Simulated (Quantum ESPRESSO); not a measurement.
Records of electronic-structure calculations.

## MnGe: which magnetic order is lowest

The structure is cubic, space group P2_13 (No. 198). The conventional cell has a = 4.725 Å, b = 4.725 Å, c = 4.725 Å, α = 90.00°, β = 90.00°, γ = 90.00°. Nearest to Mn lie 7 Ge at 2.41 to 2.65 Å. Nearest to Ge lie 7 Mn at 2.41 to 2.65 Å. Farther neighbours are not listed.

```xyz
8
Lattice="4.7250 0.0000 0.0000 0.0000 4.7250 0.0000 0.0000 0.0000 4.7250" Properties=species:S:1:pos:R:3 pbc="T T T"
Mn    3.0104    0.6479    1.7146
Mn    0.6479    1.7146    3.0104
Mn    1.7146    3.0104    0.6479
Mn    4.0771    4.0771    4.0771
Ge    1.6177    3.9802    3.1073
Ge    3.9802    3.1073    1.6177
Ge    3.1073    1.6177    3.9802
Ge    0.7448    0.7448    0.7448
```

| Item | Value |
| --- | --- |
| method | PBEsol; plane waves with GBRV 1.5 PBEsol potentials, no spin-orbit coupling (and 1 further level or step) |
| program | Quantum ESPRESSO 7.5 |
| settings of one run | GBRV 1.5 PBEsol, potential files Mn: mn_pbesol_v1.5.uspp.F.UPF, Ge: ge_pbesol_v1.4.uspp.F.UPF, cutoff 544.23 eV, 6×6×6 k-mesh, 79 bands, fermi-dirac occupations, smearing width 0.1 eV, collinear spin, SCF threshold 1.60e-8, mesh matched on, starting moments 3.5 3.5 3.5 3.5 0 0 0 0 μB |
| cost | 3 runs, 32 min in all on 4 MPI ranks of Arm Neoverse V1, shared host (the runs of this entry) |
| notes | The run is spin-polarised, with a total moment of 7.56 μB a cell (absolute 8.93). A computed site moment is spin alone and hangs on the region that is counted: the program’s spheres do not touch and miss the tail of the moment. Measured moments hold any orbital part as well, and belong to the order of the sample, which need not be the order of this run. |
| lowest state found | ferromagnetic (from ferro ++++) |
| largest site moment | 1.98 μB |
| next state with moments | antiferromagnetic, 85.0 meV a seeded atom higher |

The smearing terms TS of the orders run from 40 to 68 meV a seeded atom, so the differences would change at a smaller width: an order with a larger TS is lowered more by the smearing. Only these 2 starts were compared; other wavevectors, canted and longer-period orders were not. 1 further start did not converge.

[Logs and program files are shortened in this print: banners, set-up blocks, solver, clock and traceback lines can be left out without a mark of their own.]

[Logs are printed without paths, hosts, clocks, repeated set-up lines and the standing remarks that a program may print on its own settings, such as how far it seeks lower states.]

[Hosts, paths, dates, database ids (printed as entryN), source tags and the programs' standing remarks are cut or masked in the printed files.]

[Where a cell is said to come from a database of computed structures, the database is the Materials Project.]
